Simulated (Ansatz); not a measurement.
# Screened interactions in SrMnO3 (Pm-3m)

How strongly is the local Coulomb interaction screened in SrMnO3 (Pm-3m)?

Main program and level: Ansatz 0.2.0; non-magnetic LDA, then constrained RPA, plane waves, PAW.

### 1. The starting structure

Symmetry: Pm-3m, No. 221, cubic system. Conventional cell: a = 3.805 Å, b = 3.805 Å, c = 3.805 Å, α = 90.00°, β = 90.00°, γ = 90.00°. Sr has 12 O at 2.69 Å nearest. Mn has 6 O at 1.90 Å nearest. O has 2 Mn at 1.90 Å and 4 Sr at 2.69 Å nearest. Farther neighbours and most contacts between anions are not listed.

 The program's search for lower electronic states was switched off, so nothing shows that the state found is the lowest. The default PAW set here is soft_2. Its files were made with PBE.

### 2. LDA bands and orbital weights

This step: DFT, LDA, plane waves, PAW.

Contents of input.yaml:

```yaml
crystal:
  lattice:
    - [0.0, -3.805, 0.0]
    - [0.0, 0.0, 3.805]
    - [-3.805, 0.0, 0.0]
  atoms:
    - { symbol: Sr, position: [0.0, 0.0, 0.0] }
    - { symbol: Mn, position: [0.5, 0.5, 0.5] }
    - { symbol: O, position: [0.5, 0.5, 0.0] }
    - { symbol: O, position: [0.5, 0.0, 0.5] }
    - { symbol: O, position: [0.0, 0.5, 0.5] }
kpoints:
  mp_grid: { grid: [8, 8, 8] }
  band_path:
    path:
      - [[0.0, 0.0, 0.0], [0.0, 0.5, 0.0], [0.5, 0.5, 0.0], [0.0, 0.0, 0.0], [0.5, 0.5, 0.5], [0.0, 0.5, 0.0]]
      - [[0.5, 0.5, 0.5], [0.5, 0.5, 0.0]]
    npoints: 10
hamiltonian:
  xc: lda
scf:
  occupations: { method: gaussian, width: 0.08 }
  n_extra_bands: 19
  max_iter: 150
  lower_state_search: "off"
output:
  eigenvalues: true
  fatbands: true
  write_density: true
  write_potential: true
  elf: true
  volumetric_format: npy
```

Command:

```sh
> ansatz run input.yaml --threads 16 --pin off --max-ram 36864MiB --backend cpu --events-out ev --progress --plain --runs-dir out
```

Numbers of over 12 decimals in the logs are rounded to 6 here.

The program printed:

```text
scf.n_extra_bands = 19 over 22 filled bands (N_el = 43.0): the run solves 41 bands
Engine: ansatz 0.2.0, x86_64-unknown-linux-gnu
Pseudopotentials: kind: paw
Pseudopotential: Sr, paw, valence charge 10, recommended cutoff 420 eV (normal), Sr.paw.azcp
Pseudopotential: Mn, paw, valence charge 15, recommended cutoff 420 eV (normal), Mn.paw.azcp
Pseudopotential: O, paw, valence charge 6, recommended cutoff 420 eV (normal), O.paw.azcp
Functional definition: SPW92
  exchange = slater_x
  correlation = pw_c
Crystal: 5 atoms, lattice volume = 55.089 Å³
Basis set: ecut = 420 eV, 1045 PW (Γ)
Bands: 41, of which v1, the nominal top of the filled ones, is band 22 counted from 1 (21 counted from 0)
Symmetry: 48 space group operations
Space group: Pm-3m (ITA 221), of the structure as read, at distance tolerance 3.8e-5 Å
k-points: 35 of 512
Non-local potential: Sr, projectors of the file, l = 0: 3, l = 1: 2, l = 2: 2
Non-local potential: Mn, projectors of the file, l = 0: 3, l = 1: 2, l = 2: 3, l = 3: 1
Non-local potential: O, projectors of the file, l = 0: 2, l = 1: 2, l = 2: 1
PAW form: soft (Blöchl's): semilocal exchange-correlation on the pseudo side does not see the compensation charge
PAW frozen core: Sr, regenerated for the run's functional, and the local potential with it (the file was generated under x = pbe(κ = 0.804, μ = 0.219515), c = pbe(β = 0.066725))
PAW frozen core: Mn, regenerated for the run's functional, and the local potential with it (the file was generated under x = pbe(κ = 0.804, μ = 0.219515), c = pbe(β = 0.066725))
PAW frozen core: O, regenerated for the run's functional, and the local potential with it (the file was generated under x = pbe(κ = 0.804, μ = 0.219515), c = pbe(β = 0.066725))
PAW one-centre angular grid: Sr, 110 points (default); XC on 64 Gauss nodes
PAW one-centre angular grid: Mn, 590 points (default); XC on 64 Gauss nodes
PAW one-centre angular grid: O, 110 points (default); XC on 64 Gauss nodes
Initial density: superposition of atomic densities (neutral atoms: chi_scale 0, normalization atom), corrected by the library's trained network
Initial wavefunctions: pseudopotential atomic-orbital guess
Functional: x = slater, c = lda
SCF iter   1: F=—  HF=-8954.970525 eV  |F-HF|=—  |Δ(HF+E_count)|=         —  Δρ=2.45e-2  dr2=3.23e-1  ethr=1.77e-3  ⟨swp⟩=7.6  Hψ=7072  notcnv=0  defer=282
preconditioner: auto → Kerker (q_TF=auto, 2.618 Å⁻¹)  [metal: Δε(μ)=0.011 eV  Ē_g=19.392 eV  σ=0.080 eV  W_gap=0.08  n_scr=18 (ndim 8)  ℏωp=28.7 eV  f_vac=0.000  D(μ)=9.02/eV (n_scr^D=146)]
SCF iter   2: F=—  HF=-8954.931819 eV  |F-HF|=—  |Δ(HF+E_count)|=   3.87e-2  Δρ=1.38e-2  dr2=1.10e-1  ethr=7.51e-4  ⟨swp⟩=2.0  Hψ=1865  notcnv=0  defer=351
SCF iter   3: F=—  HF=-8954.914110 eV  |F-HF|=—  |Δ(HF+E_count)|=   1.77e-2  Δρ=1.69e-3  dr2=6.15e-4  ethr=2.57e-4  ⟨swp⟩=2.3  Hψ=1719  notcnv=0  defer=352
SCF iter   4: F=—  HF=-8954.913996 eV  |F-HF|=—  |Δ(HF+E_count)|=   1.14e-4  Δρ=5.30e-4  dr2=1.76e-4  ethr=1.43e-6  ⟨swp⟩=2.0  Hψ=1644  notcnv=0  defer=352
SCF iter   5: F=—  HF=-8954.913963 eV  |F-HF|=—  |Δ(HF+E_count)|=   3.33e-5  Δρ=1.28e-4  dr2=2.09e-5  ethr=4.10e-7  ⟨swp⟩=2.4  Hψ=1467  notcnv=0  defer=352
SCF iter   6: F=—  HF=-8954.913953 eV  |F-HF|=—  |Δ(HF+E_count)|=   9.99e-6  Δρ=5.81e-5  dr2=3.59e-6  ethr=4.85e-8  ⟨swp⟩=1.8  Hψ=1367  notcnv=0  defer=352
SCF iter   7: F=—  HF=-8954.913952 eV  |F-HF|=—  |Δ(HF+E_count)|=   1.27e-6  Δρ=2.12e-5  dr2=1.38e-7  ethr=8.35e-9  ⟨swp⟩=2.1  Hψ=1503  notcnv=0  defer=352
SCF iter   8: F=-8954.913952 eV  HF=-8954.913952 eV  |F-HF|=4.05e-9  |Δ(HF+E_count)|=   2.27e-8  Δρ=3.63e-6  dr2=7.71e-9  ethr=2.33e-10  ⟨swp⟩=10.3  Hψ=6821  notcnv=0
SCF 1 converged in 8 iterations: F = -8954.913952 eV  dr2 = 7.71e-9
  greatest PAW one-centre occupation: 1.000 electrons in one spin orbital (limit 2), on the Mn atom at site 1 (counted from 0), in its partial waves of l = 0
NSCF: frozen V_eff on 62 k-points
SCF converged after 8 iterations
Free energy (F): -8954.913952 eV
Harris-Foulkes:  -8954.913952 eV  (|F-HF|=4.05e-9)
Internal energy: -8954.883959 eV  (E = F + TS)
E sigma→0 (E₀):  -8954.898955 eV
Entropy (-TS):   -0.029993 eV (-5.999 meV/atom)
Fermi energy:    11.558284 eV
--- Per-component energies (eV) ---
  E_band       = -300.047734
  E_kinetic    = 1071.752812
  E_local      = -3726.796458  (includes V_loc(G=0)·N_el)
  E_nonlocal   = 594.105183
  E_hartree    = 1395.070791
  E_xc         = -503.896935
  E_vxc        = -589.292251  (∫ρ·V_xc dr)
  E_paw        = -4273.289074  (= ΣΔE_a)
  E_vpaw       = -439.969522  (= ΣTr[D̂ρ^β])
  E_aug_tail   = 0.007528  (compensation charges beyond the density's cutoff)
  E_ewald      = -3512.806659
  E_core_change = 0.968853  (= ΣΔE_core)
  E_smearing   = -0.029993  (= −TS)
  E_closure    = -0.000000  (closes the sum)
  Σ components = -8954.913952   (vs F -8954.913952, Δ=0.00e0)
--- Band table (eV; the first three rows and the last of 35) ---
  k-point 0: bands = [... 18 lower, 9.8254, 9.8254, 9.8600, 9.8600, 9.8600, 11.4575, 11.4575, 15.8676, ... 15 higher]
  k-point 1: bands = [... 18 lower, 9.5920, 9.5920, 9.8695, 10.4683, 10.4683, 11.4606, 12.0586, 16.1478, ... 15 higher]
  k-point 2: bands = [... 18 lower, 9.4504, 9.4504, 9.8926, 11.1400, 11.1400, 11.4662, 12.9351, 16.8937, ... 15 higher]
  k-point 34: bands = [... 18 lower, 10.2832, 10.2832, 12.1207, 12.1207, 12.1207, 15.7175, 15.7175, 17.6846, ... 15 higher]
```

It took 0.99 s on 16 threads of Intel Xeon 6975P-C (Granite Rapids), shared host; peak memory 0.55 GiB.

The electronic bands at the labelled points (eV, zero at the Fermi level):

| point | band 18 | band 19 | band 20 | band 21 | band 22 | band 23 | band 24 | band 25 |
| --- | --- | --- | --- | --- | --- | --- | --- | --- |
| Γ | -1.73 | -1.73 | -1.73 | -1.70 | -1.70 | -1.70 | -0.10 | -0.10 |
| halfway | -3.02 | -2.11 | -2.11 | -1.67 | -0.42 | -0.42 | -0.09 | 1.38 |
| X | -3.44 | -2.26 | -2.26 | -1.63 | -0.09 | 0.24 | 0.24 | 2.21 |
| halfway | -3.26 | -2.88 | -2.03 | -0.49 | 0.16 | 0.19 | 0.71 | 3.16 |
| M | -2.89 | -2.89 | -1.37 | 0.15 | 0.15 | 0.29 | 0.91 | 4.15 |
| halfway | -3.01 | -2.73 | -2.09 | -0.50 | -0.43 | -0.32 | 0.60 | 2.31 |
| Γ | -1.73 | -1.73 | -1.73 | -1.70 | -1.70 | -1.70 | -0.10 | -0.10 |
| halfway | -2.32 | -2.32 | -1.94 | -0.32 | -0.18 | -0.18 | 2.28 | 2.28 |
| R | -1.28 | -1.28 | -1.28 | 0.56 | 0.56 | 0.56 | 4.16 | 4.16 |
| halfway | -2.34 | -2.17 | -1.89 | -0.14 | 0.20 | 0.28 | 2.24 | 3.37 |
| X | -3.44 | -2.26 | -2.26 | -1.63 | -0.09 | 0.24 | 0.24 | 2.21 |
| jump to R | -1.28 | -1.28 | -1.28 | 0.56 | 0.56 | 0.56 | 4.16 | 4.16 |
| halfway | -2.00 | -2.00 | -1.32 | 0.32 | 0.32 | 0.41 | 2.70 | 4.16 |
| M | -2.89 | -2.89 | -1.37 | 0.15 | 0.15 | 0.29 | 0.91 | 4.15 |

Of the projections kept (Mn 3d, O 2p), the largest for each band there; the rest of the weight can lie on other orbitals:

| point | band 18 | band 19 | band 20 | band 21 | band 22 | band 23 | band 24 | band 25 |
| --- | --- | --- | --- | --- | --- | --- | --- | --- |
| Γ | O 2p 0.98 | O 2p 0.98 | O 2p 0.98 | Mn 3d 0.99 | Mn 3d 0.99 | Mn 3d 0.99 | Mn 3d 0.86 | Mn 3d 0.86 |
| X | O 2p 0.93 | O 2p 0.98 | O 2p 0.98 | Mn 3d 1.00 | Mn 3d 0.87 | Mn 3d 0.61 | Mn 3d 0.61 | Mn 3d 0.59 |
| M | O 2p 0.95 | O 2p 0.95 | O 2p 0.99 | Mn 3d 0.66 | Mn 3d 0.66 | Mn 3d 0.73 | Mn 3d 0.73 | O 2p 0.51 |
| Γ | O 2p 0.98 | O 2p 0.98 | O 2p 0.98 | Mn 3d 0.99 | Mn 3d 0.99 | Mn 3d 0.99 | Mn 3d 0.86 | Mn 3d 0.86 |
| R | O 2p 1.00 | O 2p 1.00 | O 2p 1.00 | Mn 3d 0.67 | Mn 3d 0.67 | Mn 3d 0.67 | O 2p 0.51 | O 2p 0.51 |
| X | O 2p 0.93 | O 2p 0.98 | O 2p 0.98 | Mn 3d 1.00 | Mn 3d 0.87 | Mn 3d 0.61 | Mn 3d 0.61 | Mn 3d 0.59 |

ELF in the ac plane at fractional y = 0.500, with atoms of Mn and O within 0.2 Å of it. It is the smooth field of the valence electrons, not physical close to the nuclei.

Ten even steps from '0' (0.02) to '9' (0.89), each cell a mean:
```
00148975797300
00026888885100
42112456542013
87411112111257
98731244421489
68842588741587
36842699842685
57842589841587
89731356521489
87511122211268
54111344431124
10015788874101
00047976887200
00158853698400
```
Columns run along a (3.8 Å), rows up along c (3.8 Å). Atoms in or near the plane, at fractional coordinates: Mn at (0.50, 0.50), O at (0.50, 0.00), O at (0.00, 0.50).

Electrostatic potential energy in the ac plane at fractional y = 0.500, with atoms of Mn and O within 0.2 Å of it. With pseudopotentials it is smooth inside the atoms' cores, unlike the true potential.

Values in eV, 14 rows by 14 columns, each cell a mean:
```
 14  14  15  15  10 -14 -32 -39 -29  -6  13  15  15  14
 15  15  15  15  13   1 -16 -22 -13   6  14  15  15  15
 15  15  15  14  13  10   4   2   6  11  14  15  15  15
 12  13  14  13  10   3  -4  -7  -2   6  11  14  14  13
-10  -3  10  10   3 -14 -27 -31 -24  -8   6  11   6  -6
-34 -26  -5   6  -8 -31 -42 -45 -41 -24  -2   6 -13 -29
-45 -35 -13   3 -14 -38 -45 -46 -45 -31  -7   2 -22 -39
-38 -29  -8   5 -10 -34 -43 -45 -42 -27  -4   4 -16 -32
-19 -12   6   9  -1 -20 -34 -38 -31 -14   3  10   1 -14
  8  11  13  12   9  -1 -10 -14  -8   3  10  13  13  10
 15  15  15  14  12   9   5   3   6  10  13  14  15  15
 15  15  15  15  13   6  -8 -13  -5  10  14  15  15  15
 14  15  15  15  11 -12 -29 -35 -26  -3  13  15  15  14
 14  14  15  15   8 -19 -38 -45 -34 -10  12  15  15  14
```
Columns run along a (3.8 Å; values clipped at the 3rd and 97th percentile), rows up along c (3.8 Å). Atoms in or near the plane, at fractional coordinates: Mn at (0.50, 0.50), O at (0.50, 0.00), O at (0.00, 0.50).

### 3. Constrained RPA: Mn d + anion p, bands v11 to c3, 4×4×4 mesh, medium accuracy

Constrained RPA screens the interaction with every transition except those inside the target bands, which a later many-body model would treat itself.

This step: constrained RPA on LDA, plane waves, PAW.

input.yaml, the sections that differ from step 2:

```yaml
kpoints:
  mp_grid: { grid: [8, 8, 8] }
output:
  crpa:
    kmesh: [4, 4, 4]
    target_bands: [v11, c3]
    projections: [{ species: Mn, l: d, shell: 3 }, { species: O, l: p, shell: 2 }]
  local_orbitals:
    kmesh: [8, 8, 8]
    orbitals: [{ species: Mn, l: d, shell: 3 }, { species: O, l: p, shell: 2 }]
    window: { bands: [v11, c3] }
    seedname: lo
# crystal, hamiltonian, scf: as in step 2
```

The program printed:

```text
[...]
Crystal: 5 atoms, lattice volume = 55.089 Å³
Basis set: ecut = 420 eV, 1045 PW (Γ)
Bands: 41, of which v1, the nominal top of the filled ones, is band 22 counted from 1 (21 counted from 0)
[... 1 set-up line as in the run before ...]
[...]
k-points: 35 of 512
[...]
SCF iter   1: F=—  HF=-8954.970518 eV  |F-HF|=—  |Δ(HF+E_count)|=         —  Δρ=2.45e-2  dr2=3.23e-1  ethr=1.77e-3  ⟨swp⟩=7.6  Hψ=7072  notcnv=0  defer=282
[...]
SCF iter   8: F=-8954.913952 eV  HF=-8954.913952 eV  |F-HF|=4.05e-9  |Δ(HF+E_count)|=   2.27e-8  Δρ=3.63e-6  dr2=7.72e-9  ethr=2.33e-10  ⟨swp⟩=10.3  Hψ=6821  notcnv=0
SCF 1 converged in 8 iterations: F = -8954.913952 eV  dr2 = 7.72e-9
[...]
NSCF: frozen V_eff on 38 k-points
[...]
cRPA screening: q 1/64
cRPA screening: q 2/64
cRPA screening: q 8/64 (q-point 3)
cRPA screening: q 11/64 (q-point 6)
cRPA screening: q 17/64 (q-point 7)
cRPA screening: q 29/64 (q-point 8)
cRPA screening: q 35/64 (q-point 11)
cRPA screening: q 38/64 (q-point 22)
cRPA screening: q 40/64 (q-point 23)
cRPA screening: q 46/64 (q-point 24)
cRPA screening: q 52/64 (q-point 27)
cRPA screening: q 58/64 (q-point 28)
cRPA screening: q 64/64 (q-point 43)
SCF converged after 8 iterations
Free energy (F): -8954.913952 eV
[...]
Internal energy: -8954.883959 eV  (E = F + TS)
E sigma→0 (E₀):  -8954.898955 eV
Entropy (-TS):   -0.029993 eV (-5.999 meV/atom)
Fermi energy:    11.558283 eV
[...]
--- Band table (eV; the first three rows and the last of 35) ---
  k-point 0: bands = [... 18 lower, 9.8254, 9.8254, 9.8600, 9.8600, 9.8600, 11.4575, 11.4575, 15.8676, ... 15 higher]
  k-point 1: bands = [... 18 lower, 9.5920, 9.5920, 9.8695, 10.4683, 10.4683, 11.4606, 12.0586, 16.1478, ... 15 higher]
  k-point 2: bands = [... 18 lower, 9.4504, 9.4504, 9.8926, 11.1400, 11.1400, 11.4662, 12.9351, 16.8937, ... 15 higher]
  k-point 34: bands = [... 18 lower, 10.2832, 10.2832, 12.1207, 12.1207, 12.1207, 15.7175, 15.7175, 17.6846, ... 15 higher]
--- cRPA (band scheme, projected local orbitals): target bands 12..25 (1-based), 14 Wannier function(s), 4×4×4 mesh, 50 bands' worth read of 55 solved, ecut_chi 136.0 eV, v(q+G=0) probe_charge, pair densities all_electron ---
  bands read: the sum over 50 bands ends inside a degenerate multiplet in 7 slots, whose members it reads at an even weight; the widest, k=42: bands 49 to 51 (counted from 1) at 2/3 each
  χ-basis size per q: N_G = 192..211
  window electrons = 21.0000, filled by tetrahedron_uncorrected; constrained ε̄⁻¹(q = 0, 0) head = 0.356973; min gauge Gram eig = 0.8108
  Kanamori averages over each shell's own Wannier functions (sites counted from 0, functions from 1):
  Each shell's averages of U are screened by what lies outside the whole window alone: parameters of one model of all the shells.
    Site 1, 3D, 5 of 5 d orbitals (Wannier functions 1, 2, 3, 4, 5; wannier90's mr 1, 2, 3, 4, 5):
      screened: U = 10.9989 eV, U' = 9.6126 eV, J = 0.6948 eV
      screened, to within: U = 2.3e-2 eV, U' = 2.3e-2 eV, J = 9.8e-4 eV
      bare: V = 23.3897 eV, V' = 21.7094 eV, J = 0.8277 eV
    Site 2, 2P, 3 of 3 p orbitals (Wannier functions 6, 7, 8; wannier90's mr 1, 2, 3):
      screened: U = 7.7522 eV, U' = 6.3149 eV, J = 0.7182 eV
      screened, to within: U = 9.9e-3 eV, U' = 9.8e-3 eV, J = 9.2e-4 eV
      bare: V = 19.0583 eV, V' = 17.2278 eV, J = 0.9120 eV
    Site 3, 2P, 3 of 3 p orbitals (Wannier functions 9, 10, 11; wannier90's mr 1, 2, 3):
      screened: U = 7.7522 eV, U' = 6.3149 eV, J = 0.7182 eV
      screened, to within: U = 9.9e-3 eV, U' = 9.8e-3 eV, J = 9.2e-4 eV
      bare: V = 19.0583 eV, V' = 17.2278 eV, J = 0.9120 eV
    Site 4, 2P, 3 of 3 p orbitals (Wannier functions 12, 13, 14; wannier90's mr 1, 2, 3):
      screened: U = 7.7522 eV, U' = 6.3149 eV, J = 0.7182 eV
      screened, to within: U = 9.9e-3 eV, U' = 9.8e-3 eV, J = 9.2e-4 eV
      bare: V = 19.0583 eV, V' = 17.2278 eV, J = 0.9120 eV
  Hermiticity witness max|P − P†| over intra, direct and exchange elements: 8.88e-15 eV (screened), 3.55e-15 eV (bare)
  Reality witness max|Im| over intra, direct and exchange elements: 2.43e-8 eV (screened), 7.57e-9 eV (bare)
```

The job ended after 45 s (16 threads; peak memory 0.96 GiB; 7.9 min of CPU time).

Numbers from this step:

```yaml
u: 11.00 eV
u_prime_inter_orbital: 9.613 eV
j: 0.6948 eV
bare_v: 23.39 eV
bare_j: 0.8277 eV
stated_bound_on_u: 0.02258 eV
u_over_bare_v: 0.4702
electrons_in_the_window: 21.00
head_of_the_constrained_inverse_dielectric_matrix: 0.3570
least_eigenvalue_of_the_projection_s_overlap: 0.8108
target_functions: 14
bands_in_the_sums: 50
r_m_s_miss_of_the_model_bands: 1.43e-4 eV
width_of_the_target_bands: 11.52 eV
weight_of_the_projected_orbitals_in_the_window: 0.9548
```

On the Mn d shell, screening brings the on-site interaction from 23.4 eV down to U = 11.00 eV.

Kanamori averages over each shell's functions. Crpa shells, by row:

| site | element | shell | orbitals | U (eV) | U' (eV) | J (eV) | bare V (eV) | bare V' (eV) | bare J (eV) | bound on U (eV) |
| --- | --- | --- | --- | --- | --- | --- | --- | --- | --- | --- |
| 2 | Mn | 3D | 5 | 11 | 9.613 | 0.6948 | 23.39 | 21.71 | 0.8277 | 0.02258 |
| 3 | O | 2P | 3 | 7.752 | 6.315 | 0.7182 | 19.06 | 17.23 | 0.912 | 0.009806 |
| 4 | O | 2P | 3 | 7.752 | 6.315 | 0.7182 | 19.06 | 17.23 | 0.912 | 0.009806 |
| 5 | O | 2P | 3 | 7.752 | 6.315 | 0.7182 | 19.06 | 17.23 | 0.912 | 0.009806 |

Projected local orbitals of the target window. The electronic bands at the labelled points (eV, zero at the Fermi level; # counts the bands kept):

| point | #7 | #8 | #9 | #10 | #11 | #12 | #13 | #14 |
| --- | --- | --- | --- | --- | --- | --- | --- | --- |
| Γ | -1.73 | -1.73 | -1.73 | -1.70 | -1.70 | -1.70 | -0.10 | -0.10 |
| halfway | -3.02 | -2.11 | -2.11 | -1.67 | -0.42 | -0.42 | -0.09 | 1.38 |
| X | -3.44 | -2.26 | -2.26 | -1.63 | -0.09 | 0.24 | 0.24 | 2.21 |
| halfway | -3.26 | -2.88 | -2.03 | -0.49 | 0.16 | 0.19 | 0.71 | 3.16 |
| M | -2.89 | -2.89 | -1.37 | 0.15 | 0.15 | 0.29 | 0.91 | 4.15 |
| halfway | -3.01 | -2.73 | -2.09 | -0.50 | -0.43 | -0.32 | 0.60 | 2.31 |
| Γ | -1.73 | -1.73 | -1.73 | -1.70 | -1.70 | -1.70 | -0.10 | -0.10 |
| halfway | -2.32 | -2.32 | -1.94 | -0.32 | -0.18 | -0.18 | 2.28 | 2.28 |
| R | -1.28 | -1.28 | -1.28 | 0.56 | 0.56 | 0.56 | 4.16 | 4.16 |
| halfway | -2.34 | -2.17 | -1.89 | -0.14 | 0.20 | 0.28 | 2.24 | 3.37 |
| X | -3.44 | -2.26 | -2.26 | -1.63 | -0.09 | 0.24 | 0.24 | 2.21 |
| jump to R | -1.28 | -1.28 | -1.28 | 0.56 | 0.56 | 0.56 | 4.16 | 4.16 |
| halfway | -2.00 | -2.00 | -1.32 | 0.32 | 0.32 | 0.41 | 2.70 | 4.16 |
| M | -2.89 | -2.89 | -1.37 | 0.15 | 0.15 | 0.29 | 0.91 | 4.15 |

The same for Kohn-Sham, solved directly:

| point | #7 | #8 | #9 | #10 | #11 | #12 | #13 | #14 |
| --- | --- | --- | --- | --- | --- | --- | --- | --- |
| Γ | -1.73 | -1.73 | -1.73 | -1.70 | -1.70 | -1.70 | -0.10 | -0.10 |
| X | -3.44 | -2.26 | -2.26 | -1.63 | -0.09 | 0.24 | 0.24 | 2.21 |
| M | -2.89 | -2.89 | -1.37 | 0.15 | 0.15 | 0.29 | 0.91 | 4.15 |
| Γ | -1.73 | -1.73 | -1.73 | -1.70 | -1.70 | -1.70 | -0.10 | -0.10 |
| R | -1.28 | -1.28 | -1.28 | 0.56 | 0.56 | 0.56 | 4.16 | 4.16 |
| X | -3.44 | -2.26 | -2.26 | -1.63 | -0.09 | 0.24 | 0.24 | 2.21 |
| R | -1.28 | -1.28 | -1.28 | 0.56 | 0.56 | 0.56 | 4.16 | 4.16 |
| M | -2.89 | -2.89 | -1.37 | 0.15 | 0.15 | 0.29 | 0.91 | 4.15 |

Onsite levels, by row:

| orbital | level less Fermi level (eV) |
| --- | --- |
| Mn2 dz2 | -0.6449 |
| Mn2 dxz | -1.501 |
| Mn2 dyz | -1.501 |
| Mn2 dx2-y2 | -0.6449 |
| Mn2 dxy | -1.501 |
| O3 pz | -2.944 |
| O3 px | -3.566 |
| O3 py | -2.944 |
| O4 pz | -3.566 |
| O4 px | -2.944 |
| O4 py | -2.944 |
| O5 pz | -2.944 |
| O5 px | -2.944 |
| O5 py | -3.566 |

Largest distinct elements between sites. Hoppings, by row:

| from | to | cell | distance (Å) | t (eV) |
| --- | --- | --- | --- | --- |
| Mn2 dz2 | O4 pz | 0 1 0 | 1.902 | 2.115 |
| Mn2 dx2-y2 | O3 px | 0 0 0 | 1.902 | 1.831 |
| Mn2 dz2 | O3 px | 0 0 0 | 1.902 | -1.057 |
| O5 pz | Mn2 dyz | 0 0 0 | 1.902 | -1.038 |
| O5 py | O4 pz | 0 1 0 | 2.691 | -0.5406 |
| O3 pz | O4 px | 0 0 -1 | 2.691 | -0.3351 |
| O3 px | O5 px | 1 0 0 | 2.691 | 0.3131 |
| Mn2 dz2 | Mn2 dz2 | 0 1 0 | 3.805 | 0.1822 |
| Mn2 dz2 | Mn2 dz2 | 0 -1 0 | 3.805 | 0.1822 |
| O3 px | O3 px | 0 0 -1 | 3.805 | -0.1654 |
| Mn2 dx2-y2 | Mn2 dx2-y2 | 0 0 1 | 3.805 | 0.1361 |
| Mn2 dx2-y2 | Mn2 dx2-y2 | 0 0 -1 | 3.805 | 0.1361 |

### 4. What came out

```json
{
 "Mn d + anion p": "U 11.00 eV, U′ 9.61 eV, J 0.69 eV, bare V 23.4 eV",
 "method": "constrained RPA on non-magnetic LDA, 4×4×4 mesh, static; search for lower states off"
}
```

In words: For Mn d + anion p, screening cuts the on-site interaction from 23.39 eV to 11.00 eV (47 %), while J goes only from 0.83 eV to 0.69 eV: the monopole is screened far more than the multipoles. U − 2J differs from U′ by −0.003 eV, so the Kanamori relation holds well. The parent state is non-magnetic and the interaction static (zero frequency); U depends on the window and the orbitals, so it belongs to this model alone. The bands cross the Fermi level under this constraint, which need not be the crystal's state: magnetic order, correlation or a lattice distortion may open a gap. A window that holds the anion p bands defines a model with explicit ligands; its U belongs to that model and is not the U of DFT+U.

[Paths, hosts, dates, memory and timing lines, banners, echoed tables and standing remarks are left out of the program output.]

[Logs are printed without paths, hosts, clocks, repeated set-up lines and the standing remarks that a program may print on its own settings, such as how far it seeks lower states.]

[Runs of the session that timed out or met a known fault of the program may be left out.]

[Hosts, paths, dates, database ids (printed as entryN), source tags and the programs' standing remarks are cut or masked in the printed files.]
